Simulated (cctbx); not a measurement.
## ErMg2Bi2 across an absorption edge

Space group I4/mmm (no. 139), a = 4.5330 Å, b = 4.5330 Å, c = 11.2770 Å, α = 90.00°, β = 90.00°, γ = 90.00°.

```
atom  mult.    x    y       z  Ueq (Å²)
 Bi1      4  1/2  1/2  0.1255    0.0067
 Er1      2    0    0       0    0.0080
 Mg1      4  1/2    0     1/4    0.0144
```

The model was made for the exercise: a known structure type with other elements put in, its volume estimated, not relaxed; displacement parameters are assumed.

Calculated with cctbx: free-atom f′ and f″ from the Sasaki tables, no fine structure; amplitudes in electrons.

| E (eV) | F 2 1 3 | F 1 1 0 | F 0 2 4 | F 1 1 2 |
| --- | --- | --- | --- | --- |
| 7758 | 246.9 | 340.8 | 118.8 | 132.3 |
| 8108 | 242.8 | 336.4 | 121.6 | 128.6 |
| 8238 | 239.5 | 332.9 | 124.3 | 125.4 |
| 8298 | 236.8 | 330.0 | 126.8 | 122.6 |
| 8328 | 233.9 | 327.1 | 129.5 | 119.7 |
| 8343 | 231.1 | 324.2 | 132.2 | 116.8 |
| 8350 | 228.7 | 321.6 | 134.7 | 114.3 |
| 8354 | 226.0 | 318.9 | 137.3 | 111.5 |
| 8362 | 227.2 | 319.9 | 136.4 | 112.4 |
| 8366 | 230.3 | 323.1 | 133.3 | 115.5 |
| 8373 | 233.0 | 325.9 | 130.5 | 118.3 |
| 8388 | 235.9 | 328.9 | 127.5 | 121.3 |
| 8418 | 238.7 | 331.8 | 124.6 | 124.3 |
| 8508 | 242.1 | 335.3 | 120.8 | 128.0 |
| 8758 | 244.7 | 338.0 | 117.1 | 131.1 |

**Question.** Which edge is crossed, and why do the reflections move as they do?

The L3 edge of Er. The edge is at 8358 eV. f′ of Er falls from -12.0 e at 8238 eV to -19.0 e at 4 eV below it, and f″ steps from 3.71 to 10.56 e across it. Over that approach |F| changes by -6 % (2 1 3), -4 % (1 1 0), +10 % (0 2 4) and -11 % (1 1 2): a reflection falls where Er scatters in phase with the total and rises where it scatters against it; it hardly moves where the Er term is small or cancels by symmetry. Above the edge the larger f″ enters the imaginary part, where it can add to or cancel the other atoms' f″. The structure is centrosymmetric, so Friedel mates stay equal.

[Logs are printed without paths, hosts, clocks, repeated set-up lines and the standing remarks that a program may print on its own settings, such as how far it seeks lower states.]
